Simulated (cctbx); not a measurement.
# A crystallographic session in cctbx: Rb5Mg8Hg11

Library: cctbx 2025.11. The data are simulated by the first script.

## 1. Simulate the data

run.py:

```python
from cctbx import adptbx, crystal, miller, sgtbx, xray
from cctbx.array_family import flex
from iotbx.shelx import hklf
from scitbx import matrix
import scitbx.random

cs = crystal.symmetry(unit_cell=(11.654, 11.654, 10.689, 90, 90, 90), space_group_symbol='Hall: -I 4')  # I4/m
atoms = [  # label, site, U (iso, or U11 U22 U33 U12 U13 U23 in A^2), occupancy
    ("Hg1", (0, 0, 0), 0.0040, 1),
    ("Hg2", (0.5, 0, 0.25), 0.0045, 1),
    ("Hg3", (0.6118, 0.2009, 0.8591), 0.0040, 1),
    ("Rb1", (0, 0, 0.5), 0.0060, 1),
    ("Rb2", (0.1181, 0.6755, 0), 0.0070, 1),
    ("Mg1", (0.3314, 0.5782, 0.2809), 0.0085, 1),
]
xs = xray.structure(crystal_symmetry=cs)
for label, site, u, occ in atoms:
    u = adptbx.u_cif_as_u_star(cs.unit_cell(), u) if isinstance(u, tuple) else u
    xs.add_scatterer(xray.scatterer(label, site=site, u=u, occupancy=occ))
xs.set_inelastic_form_factors(0.6889, "sasaki")
xs.show_summary()
p1 = xs.expand_to_p1()
ms = miller.build_set(p1, anomalous_flag=True, d_min=0.77)
flex.set_random_seed(67577)
scitbx.random.set_random_seed(67577)
ms = ms.select(flex.random_double(ms.size()) < 0.5)
i = ms.structure_factors_from_scatterers(p1, algorithm="direct").f_calc().as_intensity_array().data()
i = i / flex.sqrt(1 + 0.3 * i / flex.max(i))  # extinction
i = i * 5000 / flex.max(i)
sig = flex.sqrt(i + flex.pow2(0.02 * i) + 2 ** 2)
noise = scitbx.random.variate(scitbx.random.normal_distribution())(i.size())
data = ms.array(data=i + sig * noise, sigmas=sig).set_observation_type_xray_intensity()
with open("data.hkl", "w") as f:
    data.export_as_shelx_hklf(f)
print("reflections written:", data.size(), " <I/sigma> = %.1f" % flex.mean(data.data() / data.sigmas()))
for h, a, b in list(data.sort("data"))[:12]:
    print("%4d%4d%4d %9.1f %7.1f" % (h + (a, b)))
```

```console
$ python run.py
```

```text
Number of scatterers: 6
At special positions: 4
Unit cell: (11.654, 11.654, 10.689, 90, 90, 90)
Space group: I 4/m (No. 87)
reflections written: 6708  <I/sigma> = 4.4
  -4   2   0    5147.7   122.5
   2   4   0    5039.8   122.5
  -2   6   0    3663.4    94.7
  -4  -8   0    2268.9    64.7
  -1   3   0    2266.6    64.8
   8  -4   0    2122.1    64.7
   1   2   3    2104.7    62.7
   0   0   8    2023.0    60.2
   0   0  -8    2008.4    60.2
   1  -3   6    1980.4    60.2
  -3  -1  -6    1906.4    60.2
  -1   3   6    1902.9    60.2
```

Run time: 0.26 s on 1 thread of Arm Neoverse V2, on a shared host, peak memory 0.07 GiB.

## 2. Symmetry

run.py:

```python
from cctbx import crystal, sgtbx, statistics
from cctbx.array_family import flex
from iotbx.shelx import hklf

p1 = crystal.symmetry(unit_cell=(11.654, 11.654, 10.689, 90, 90, 90), space_group_symbol="P 1")
raw = hklf.reader(file_name="data.hkl").as_miller_arrays(crystal_symmetry=p1, anomalous=True)[0]
print(raw.size(), "reflections to d = %.3f A" % raw.d_min())
isig = raw.data() / raw.sigmas()
print("centring   violations  <I/sigma> of those")
best = "P"
for c in "ABCIRF":
    a = raw.customized_copy(space_group_info=sgtbx.space_group_info("Hall: %s 1" % c)).sys_absent_flags().data()
    m = flex.mean(isig.select(a))
    print("%5s %10d of %5d %8.1f" % (c, (isig.select(a) > 4).count(True), a.count(True), m))
    if (isig.select(a) > 4).count(True) < 0.01 * a.count(True):
        best = c
raw = raw.select(~raw.customized_copy(space_group_info=sgtbx.space_group_info("Hall: %s 1" % best)).sys_absent_flags().data())
isig = raw.data() / raw.sigmas()
rows = []
for s in sgtbx.space_group_symbol_iterator():
    g = sgtbx.space_group(s)
    if g.conventional_centring_type_symbol() != best or not g.is_compatible_unit_cell(p1.unit_cell(), 1e-3, 0.02):
        continue
    rows.append((s, g))
print("Laue class    unique    Rint  (classes that these axes allow; Friedel mates merged)")
rint = {}
for s, g in rows:
    laue = g.build_derived_patterson_group()
    key = laue.type().hall_symbol()
    if key not in rint:
        m = raw.customized_copy(space_group_info=laue.info(), anomalous_flag=False).merge_equivalents()
        rint[key] = m.r_int()
        print("%-14s %6d %7.3f" % (laue.type().lookup_symbol(), m.array().size(), m.r_int()))
floor = min(rint.values())
good = [(s, g) for s, g in rows if rint[g.build_derived_patterson_group().type().hall_symbol()] < 2 * floor + 0.03]
top = max(g.build_derived_patterson_group().order_z() for s, g in good)
print("space group    extra absences  I>4sigma  <I/sigma>")
for s, g in good:
    laue = g.build_derived_patterson_group()
    if laue.order_z() != top:
        continue
    a = raw.customized_copy(space_group_info=g.info()).sys_absent_flags().data()
    a &= ~raw.customized_copy(space_group_info=laue.info()).sys_absent_flags().data()
    bad = (isig.select(a) > 4).count(True)
    if bad <= 0.03 * a.count(True):
        print("%-16s %8d %10d %9s  %s" % (s.universal_hermann_mauguin(), a.count(True), bad, "%.1f" % flex.mean(isig.select(a)) if a.count(True) else "-", "centric" if g.is_centric() else "acentric"))
laue = max(good, key=lambda t: t[1].build_derived_patterson_group().order_z())[1].build_derived_patterson_group()
f = raw.customized_copy(space_group_info=laue.info(), anomalous_flag=False).merge_equivalents().array().eliminate_sys_absent().f_sq_as_f()
f.set_observation_type_xray_amplitude()
bins = max(3, min(8, f.size() // 12))
f.setup_binner(n_bins=bins)
w = statistics.wilson_plot(f, {e: n / laue.order_z() for e, n in {'Hg': 22.0, 'Rb': 10.0, 'Mg': 16.0}.items()}, e_statistics=True)
print("Wilson B = %.2f A^2   <|E^2-1|> = %.3f (0.968 centric, 0.736 acentric)   E^2>4: %.1f %%" % (w.wilson_b, w.mean_e_sq_minus_1, w.percent_e_sq_gt_2))
print("shell (A)         n   <I/sigma>")
m = raw.customized_copy(space_group_info=laue.info(), anomalous_flag=False).merge_equivalents().array().eliminate_sys_absent()
for b in m.setup_binner(n_bins=bins).range_used():
    sel = m.binner().selection(b)
    print("%5.2f - %4.2f %6d %8.1f" % (min(m.binner().bin_d_range(b)[0] if m.binner().bin_d_range(b)[0] > 0 else 99, 99), m.binner().bin_d_range(b)[1], sel.count(True), flex.mean((m.data() / m.sigmas()).select(sel))))
```

```console
$ python run.py
```

```text
6708 reflections to d = 0.770 A
centring   violations  <I/sigma> of those
    A       1119 of  3361      4.6
    B       1122 of  3363      4.5
    C        961 of  3380      3.7
    I          0 of  3365     -0.0
    R       1424 of  4450      4.3
    F       1601 of  5052      4.3
Laue class    unique    Rint  (classes that these axes allow; Friedel mates merged)
I 1 2/m 1        1606   0.476
I 1 1 2/m        1611   0.043
I 2/m 1 1        1617   0.487
I m m m           947   0.504
I 4/m             873   0.046
I 4/m m m         514   0.523
space group    extra absences  I>4sigma  <I/sigma>
I 4                     0          0         -  acentric
I -4                    0          0         -  acentric
I 4/m                   0          0         -  centric
Wilson B = 0.37 A^2   <|E^2-1|> = 0.971 (0.968 centric, 0.736 acentric)   E^2>4: 4.2 %
shell (A)         n   <I/sigma>
 8.24 - 1.54    118     20.7
 1.54 - 1.22    104     18.3
 1.22 - 1.07    108     15.7
 1.07 - 0.97    108     14.8
 0.97 - 0.90    107     14.9
 0.90 - 0.85    115     15.8
 0.85 - 0.81    111     12.6
 0.81 - 0.77    102     11.9
```

Time: 0.26 s.

## 3. Patterson map

run.py:

```python
from cctbx import crystal, maptbx
from iotbx.shelx import hklf

cs = crystal.symmetry(unit_cell=(11.654, 11.654, 10.689, 90, 90, 90), space_group_symbol='Hall: -I 4')  # I4/m
raw = hklf.reader(file_name="data.hkl").as_miller_arrays(crystal_symmetry=cs, anomalous=True)[0]
merged = raw.eliminate_sys_absent().merge_equivalents()
fo2 = merged.array().set_observation_type_xray_intensity()
f = fo2.average_bijvoet_mates().f_sq_as_f()
pm = f.patterson_map(symmetry_flags=maptbx.use_space_group_symmetry, sharpening=False, resolution_factor=0.25)
peaks = pm.peak_search(parameters=maptbx.peak_search_parameters(min_distance_sym_equiv=0.4, max_clusters=14)).all()
top = peaks.heights()[0]
print("Patterson group", f.patterson_symmetry().space_group_info())
print("      u       v       w   height  length (A)")
for x, h in zip(peaks.sites(), peaks.heights()):
    y = [t - round(t) for t in x]
    print("%7.3f %7.3f %7.3f %8.1f %8.2f" % (x + (1000 * h / top, cs.unit_cell().length(y))))
```

```console
$ python run.py
```

```text
Patterson group I 4/m
      u       v       w   height  length (A)
  0.000   0.000   0.000   1000.0     0.00
  0.091   0.695   0.500    422.7     6.50
  0.000   0.000   0.282    321.6     3.01
  0.000   0.500   0.250    227.4     6.41
  0.000   0.000   0.500    203.4     5.34
  0.091   0.697   0.218    189.0     4.36
  0.112   0.201   0.390    172.3     4.96
  0.112   0.200   0.109    171.9     2.92
  0.112   0.700   0.358    136.5     5.34
  0.000   0.000   0.362    136.2     3.86
  0.097   0.708   0.139    130.3     3.88
  0.117   0.176   0.244     61.8     3.59
  0.117   0.673   0.000     47.2     4.05
  0.002   0.092   0.037     24.3     1.14
```

Time: 0.25 s.

## 4. Charge flipping

run.py:

```python
import itertools
from cctbx import crystal, maptbx
from cctbx.array_family import flex
from iotbx.shelx import hklf
from smtbx.ab_initio import charge_flipping as cf

cs = crystal.symmetry(unit_cell=(11.654, 11.654, 10.689, 90, 90, 90), space_group_symbol='Hall: -I 4')  # I4/m
raw = hklf.reader(file_name="data.hkl").as_miller_arrays(crystal_symmetry=cs, anomalous=True)[0]
merged = raw.eliminate_sys_absent().merge_equivalents()
fo2 = merged.array().set_observation_type_xray_intensity()
f = fo2.average_bijvoet_mates().f_sq_as_f().resolution_filter(d_min=0.77)
p1 = f.expand_to_p1()
p1.setup_binner_counting_sorted(reflections_per_bin=max(40, p1.size() // 12))
work = p1.array(data=p1.data() / p1.amplitude_quasi_normalisations().data())
flex.set_random_seed(20073)
it = cf.weak_reflection_improved_iterator(delta=None, weak_reflection_fraction=0.2)
it.start(work, phases=flex.random_double(p1.size()) * 6.2832, f_000=0)
it.delta = 1.2 * it.rho_map.sigma()
print("cycle      R  skewness")
for n, st in enumerate(itertools.islice(it, 200)):
    if n % 16 == 0:
        print("%5d %6.3f %8.2f" % (n, st.r1_factor(), st.rho_map.skewness()))
rho = p1.phase_transfer(it.f_calc).fft_map().apply_volume_scaling()
polish = cf.low_density_elimination_iterator(constant_rho_c=rho.sigma())
polish.start(f_obs=p1, phases=it.f_calc, f_000=0)
for _ in range(8):
    next(polish)
print("origin shift          correlation  skewness")
maps = []
for fc, shift, cc in itertools.islice(cf.f_calc_symmetrisations(f, polish.f_calc, 0), 4):
    m = f.phase_transfer(fc).fft_map(symmetry_flags=maptbx.use_space_group_symmetry, resolution_factor=0.25).apply_sigma_scaling()
    maps.append((m.skewness(), cc, m))
    print("%6.3f %6.3f %6.3f %10.3f %9.2f" % (tuple(shift) + (cc, m.skewness())))
skew, cc, m = max((t for t in maps if t[1] > maps[0][1] - 0.04), key=lambda t: t[0])
print("taken: symmetry correlation %.3f, skewness %.2f" % (cc, skew))
peaks = m.peak_search(parameters=maptbx.peak_search_parameters(min_distance_sym_equiv=0.9, max_clusters=11)).all()
sps = cs.special_position_settings(min_distance_sym_equiv=0.5)
print("peak      x       y       z  mult  height/sigma")
for k, (x, h) in enumerate(zip(peaks.sites(), peaks.heights())):
    ss = sps.site_symmetry(x)
    print("Q%-3d %7.4f %7.4f %7.4f %4d %8.1f" % ((k + 1,) + tuple(t % 1 for t in ss.exact_site()) + (ss.multiplicity(), h)))
```

```console
$ python run.py
```

```text
cycle      R  skewness
    0  0.619     0.30
   16  0.581     1.74
   32  0.493     4.37
   48  0.440     4.45
   64  0.443     4.24
   80  0.431     4.34
   96  0.435     4.38
  112  0.431     4.22
  128  0.424     4.25
  144  0.429     4.30
  160  0.431     4.14
  176  0.428     4.21
  192  0.432     4.16
origin shift          correlation  skewness
 0.414  0.850  0.244      0.810      2.63
 0.311  0.147  0.244      0.784      2.11
 0.112  0.744  0.243      0.798      2.81
 0.210  0.448  0.245      0.791      2.13
taken: symmetry correlation 0.798, skewness 2.81
peak      x       y       z  mult  height/sigma
Q1    0.0000  0.0000  0.3626    4     19.2
Q2    0.0908  0.6984  0.1382   16     11.5
Q3    0.1093  0.6974  0.0000    8      8.8
Q4    0.1161  0.2011  0.2493   16      5.6
Q5    0.0933  0.7677  0.1852   16      4.4
Q6    0.0785  0.2759  0.0000    8      4.4
Q7    0.1576  0.2014  0.5000    8      3.6
Q8    0.0037  0.4053  0.5000    8      3.1
Q9    0.0020  0.3254  0.0000    8      3.1
Q10   0.0298  0.0749  0.3092   16      3.0
Q11   0.1872  0.2325  0.0998   16      2.9
```

Time: 0.54 s.

## 5. Refinement (model from the peaks)

run.py:

```python
import math
from cctbx import adptbx, crystal, maptbx, sgtbx, xray
from cctbx.array_family import flex
from cctbx.xray import observations
from iotbx.shelx import hklf
from scitbx.lstbx import normal_eqns_solving
from smtbx import absolute_structure, utils
from smtbx.refinement import constraints, least_squares

cs = crystal.symmetry(unit_cell=(11.654, 11.654, 10.689, 90, 90, 90), space_group_symbol='Hall: -I 4')  # I4/m
atoms = [  # label, site, U (iso, or U11 U22 U33 U12 U13 U23 in A^2), occupancy
    ("Hg1", (0, 0, 0.3626), 0.0200, 1),
    ("Hg2", (0.0908, 0.6984, 0.1382), 0.0200, 1),
    ("Rb1", (0.1093, 0.6974, 0), 0.0200, 1),
    ("Mg1", (0.1161, 0.2011, 0.2493), 0.0200, 1),
]
xs = xray.structure(crystal_symmetry=cs)
for label, site, u, occ in atoms:
    u = adptbx.u_cif_as_u_star(cs.unit_cell(), u) if isinstance(u, tuple) else u
    xs.add_scatterer(xray.scatterer(label, site=site, u=u, occupancy=occ))
xs.set_inelastic_form_factors(0.6889, "sasaki")
raw = hklf.reader(file_name="data.hkl").as_miller_arrays(crystal_symmetry=cs, anomalous=True)[0]
merged = raw.eliminate_sys_absent().merge_equivalents()
fo2 = merged.array().set_observation_type_xray_intensity()
print("Rint %.3f, %d unique reflections to %.2f A" % (merged.r_int(), fo2.size(), fo2.d_min()))
for sc in xs.scatterers():
    sc.flags.set_grad_site(True)
    sc.flags.set_grad_u_aniso(sc.flags.use_u_aniso())
    sc.flags.set_grad_u_iso(sc.flags.use_u_iso())
obs = fo2.as_xray_observations()
extra = {}
rep = constraints.reparametrisation(xs, [], utils.connectivity_table(xs), **extra)
ls = least_squares.crystallographic_ls(obs, rep, weighting_scheme=least_squares.mainstream_shelx_weighting(a=0, b=0))
print("cycle     R1     wR2    GooF  max shift (A)")
for cycle in range(6):
    ls.build_up()
    r1, wr2, goof = ls.r1_factor(cutoff_factor=2)[0], ls.wR2(), ls.goof()
    old = xs.sites_cart()
    normal_eqns_solving.levenberg_marquardt_iterations(ls, n_max_iterations=3, tau=0.0001, step_threshold=1e-7)
    big = flex.max((xs.sites_cart() - old).norms())
    print("%4d %7.4f %7.4f %7.3f %9.5f" % (cycle + 1, r1, wr2, goof, big))
    ls.build_up(objective_only=True)
    if abs(ls.wR2() - wr2) < 5e-5 and big < 5e-4:
        break
ls.build_up()
print("final R1 %.4f wR2 %.4f GooF %.3f  parameters %d  data/parameter %.1f" % (ls.r1_factor(cutoff_factor=2)[0], ls.wR2(), ls.goof(), ls.n_parameters, fo2.size() / ls.n_parameters))
cov = ls.covariance_matrix_and_annotations()
su = dict(zip(cov.annotations, (math.sqrt(max(v, 0)) for v in cov.matrix.matrix_packed_u_diagonal())))
a2 = cs.unit_cell().reciprocal_parameters()[0] ** -2
print("atom        x        y        z      Ueq    occ   su(xyz)  su(Uiso or U11)")
for sc in xs.scatterers():
    s = max(su.get(sc.label + k, 0) for k in (".x", ".y", ".z"))
    npd = "" if sc.is_positive_definite_u(cs.unit_cell()) else "  NPD"
    print("%-5s %8.5f %8.5f %8.5f %8.4f %6.3f %8.5f %7.4f%s" % ((sc.label,) + sc.site + (sc.u_iso_or_equiv(cs.unit_cell()), sc.occupancy, s, su.get(sc.label + ".uiso", su.get(sc.label + ".u11", 0) * a2), npd)))
fo = fo2.f_sq_as_f()
fc = fo.structure_factors_from_scatterers(xs, algorithm="direct").f_calc()
diff = fo.f_obs_minus_f_calc(1 / math.sqrt(ls.scale_factor()), fc).average_bijvoet_mates()
m = diff.fft_map(symmetry_flags=maptbx.use_space_group_symmetry, resolution_factor=0.25).apply_volume_scaling()
print("difference map: max %.2f min %.2f rms %.2f" % (m.statistics().max(), m.statistics().min(), m.statistics().sigma()))
peaks = m.peak_search(parameters=maptbx.peak_search_parameters(min_distance_sym_equiv=0.6, max_clusters=7)).all()
near = xs.closest_distances(peaks.sites(), distance_cutoff=4)
sps = cs.special_position_settings(min_distance_sym_equiv=0.5)
for k, (x, h) in enumerate(zip(peaks.sites(), peaks.heights())):
    ss = sps.site_symmetry(x)
    print("Q%-3d %7.4f %7.4f %7.4f %4d %7.2f  %.2f A from %s" % ((k + 1,) + tuple(t % 1 for t in ss.exact_site()) + (ss.multiplicity(), h, near.smallest_distances[k], xs.scatterers()[near.i_seqs[k]].label)))
```

```console
$ python run.py
```

```text
Rint 0.046, 873 unique reflections to 0.77 A
cycle     R1     wR2    GooF  max shift (A)
   1  0.6155  0.8400  17.799   0.09558
   2  0.6603  0.8992  19.051   0.24797
   3  0.5855  0.8431  17.863   0.42667
   4  0.6811  0.9093  19.267   0.95944
   5  0.6798  0.9069  19.216   0.76344
   6  0.6923  0.9159  19.407   2.00333
final R1 0.6825 wR2 0.9090 GooF 19.261  parameters 13  data/parameter 67.2
atom        x        y        z      Ueq    occ   su(xyz)  su(Uiso or U11)
Hg1    0.00000  0.00000  0.35877   0.0249  1.000  0.00630  0.0123
Hg2    0.08823  0.69523  0.13823   0.0043  1.000  0.00158  0.0042
Rb1    0.11422  0.69715  0.00000   0.0246  1.000  0.01130  0.0202
Mg1    0.18275  0.22590  0.46346   0.0344  1.000  0.02235  0.0544
difference map: max 560.41 min -190.58 rms 24.39
Q1    0.0000  0.0000  0.3540    4  565.47  0.05 A from Hg1
Q2    0.0834  0.6904  0.1406   16  286.95  0.08 A from Hg2
Q3    0.1140  0.2029  0.2527   16  209.62  2.41 A from Mg1
Q4    0.1219  0.6912  0.0000    8  152.46  0.11 A from Rb1
Q5    0.1150  0.7200  0.5000    8  143.24  1.76 A from Mg1
Q6    0.0685  0.6785  0.5000    8  112.79  2.48 A from Mg1
Q7    0.0000  0.0000  0.0000    2   86.91  3.77 A from Rb1
```

Time: 0.59 s.

Figures of merit this high mean that the model is still wrong or incomplete.

## 6. Refinement (atoms added from the difference map)

run.py, as its changes from the last script of this kind:

```diff
@@ -12,4 +12,5 @@
-    ("Hg1", (0, 0, 0.3626), 0.0200, 1),
-    ("Hg2", (0.0908, 0.6984, 0.1382), 0.0200, 1),
-    ("Rb1", (0.1093, 0.6974, 0), 0.0200, 1),
-    ("Mg1", (0.1161, 0.2011, 0.2493), 0.0200, 1),
+    ("Hg1", (0, 0, 0.35877), 0.0249, 1),
+    ("Hg2", (0.08823, 0.69523, 0.13823), 0.0043, 1),
+    ("Rb1", (0.11422, 0.69715, 0), 0.0246, 1),
+    ("Mg1", (0.18275, 0.2259, 0.46346), 0.0344, 1),
+    ("Hg3", (0, 0, 0), 0.0200, 1),
@@ -60 +61 @@
-peaks = m.peak_search(parameters=maptbx.peak_search_parameters(min_distance_sym_equiv=0.6, max_clusters=7)).all()
+peaks = m.peak_search(parameters=maptbx.peak_search_parameters(min_distance_sym_equiv=0.6, max_clusters=6)).all()
```

```console
$ python run.py
```

```text
Rint 0.046, 873 unique reflections to 0.77 A
cycle     R1     wR2    GooF  max shift (A)
   1  0.6739  0.9149  19.397   0.43106
   2  0.5686  0.8363  17.731   0.09701
   3  0.5550  0.8220  17.427   0.05275
   4  0.5472  0.8127  17.229   0.05572
   5  0.5438  0.8087  17.145   0.01635
   6  0.5425  0.8069  17.108   0.03666
final R1 0.5418 wR2 0.8060 GooF 17.087  parameters 14  data/parameter 62.4
atom        x        y        z      Ueq    occ   su(xyz)  su(Uiso or U11)
Hg1    0.00000  0.00000  0.36053   0.0001  1.000  0.00186  0.0039
Hg2    0.09069  0.70061  0.14077   0.0046  1.000  0.00100  0.0027
Rb1    0.11533  0.69526  0.00000   0.0001  1.000  0.00307  0.0064
Mg1    0.16385  0.25166  0.49446   0.0706  1.000  0.11911  0.0656
Hg3    0.00000  0.00000  0.00000   0.0001  1.000  0.00000  0.0054
difference map: max 329.07 min -121.62 rms 16.58
Q1    0.0000  0.0000  0.0000    2  329.07  0.00 A from Hg3
Q2    0.0000  0.0000  0.3605    4  287.11  0.00 A from Hg1
Q3    0.1243  0.1877  0.2490   16  211.89  2.60 A from Hg2
Q4    0.1301  0.6886  0.0000    8  138.88  0.19 A from Rb1
Q5    0.0728  0.6896  0.1420   16  107.08  0.25 A from Hg2
Q6    0.0000  0.5000  0.2500    4   80.66  2.82 A from Hg2
```

It took 0.56 s on 1 thread of Arm Neoverse V2 (shared host), peak memory 0.09 GiB.

Figures of merit this high mean that the model is still wrong or incomplete.

[Logs are printed without paths, hosts, clocks, repeated set-up lines and the standing remarks that a program may print on its own settings, such as how far it seeks lower states.]
